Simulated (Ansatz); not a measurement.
An input for Ansatz 0.2.0 (CsH (rocksalt (001) film, 3 layers)):

```yaml
crystal:
  lattice:
    - [4.5085128368, 0.0, 0.0]
    - [0.0, 4.5085128368, 0.0]
    - [0.0, 0.0, 35.3]
  atoms:
    - { symbol: Cs, position: [0.0, 0.0, 0.4145195011] }
    - { symbol: H, position: [0.5, 0.5, 0.4155817221] }
    - { symbol: Cs, position: [0.5, 0.5, 0.5] }
    - { symbol: H, position: [0.0, 0.0, 0.5] }
    - { symbol: Cs, position: [0.0, 0.0, 0.5854804989] }
    - { symbol: H, position: [0.5, 0.5, 0.5844182779] }
  periodic: [true, true, false]
kpoints:
  mp_grid: { grid: [4, 4, 1] }
  band_path:
    path: [[0.0, 0.0, 0.0], [0.5, 0.0, 0.0], [0.5, 0.5, 0.0], [0.0, 0.5, 0.0]]
    npoints: 1
hamiltonian:
  xc: hse06
  pseudopotentials: { kind: paw, azcp: { folder: soft_1 } }
scf:
  occupations: { method: fixed }
  n_extra_bands: 6
output:
  eigenvalues: true
  write_density: true
  write_potential: true
  elf: true
  volumetric_format: npy
```

```sh
ansatz run input.yaml --threads 2 --pin off --max-ram 92160MiB --backend cuda --events-out ev --progress --plain --runs-dir out --devices 1 --max-vram 13GiB
```

Question: Estimate wall time and host memory on 1 × NVIDIA H100 80GB HBM3 (shared by 6 runs) with 2 threads of AMD EPYC 7R13 (Zen 3), shared host.

It took 30 s; on shared hardware allow 15 s to 59 s. Peak host memory was 1.7 GiB. The sizes that set the cost: 14101 plane waves a state, 6 irreducible k points and 12 SCF cycles.

Exact exchange couples every pair of k points and filled bands, so it costs far more than a semilocal run.

[Paths, hosts, dates, memory and timing lines, banners, echoed tables and standing remarks are left out of the program output.]

[Logs are printed without paths, hosts, clocks, repeated set-up lines and the standing remarks that a program may print on its own settings, such as how far it seeks lower states.]

[Runs of the session that timed out or met a known fault of the program may be left out.]

[Cells called generated may have been cut or substituted from an entry of the Crystallography Open Database or the Materials Project.]

[Hosts, paths, dates, database ids (printed as entryN), source tags and the programs' standing remarks are cut or masked in the printed files.]
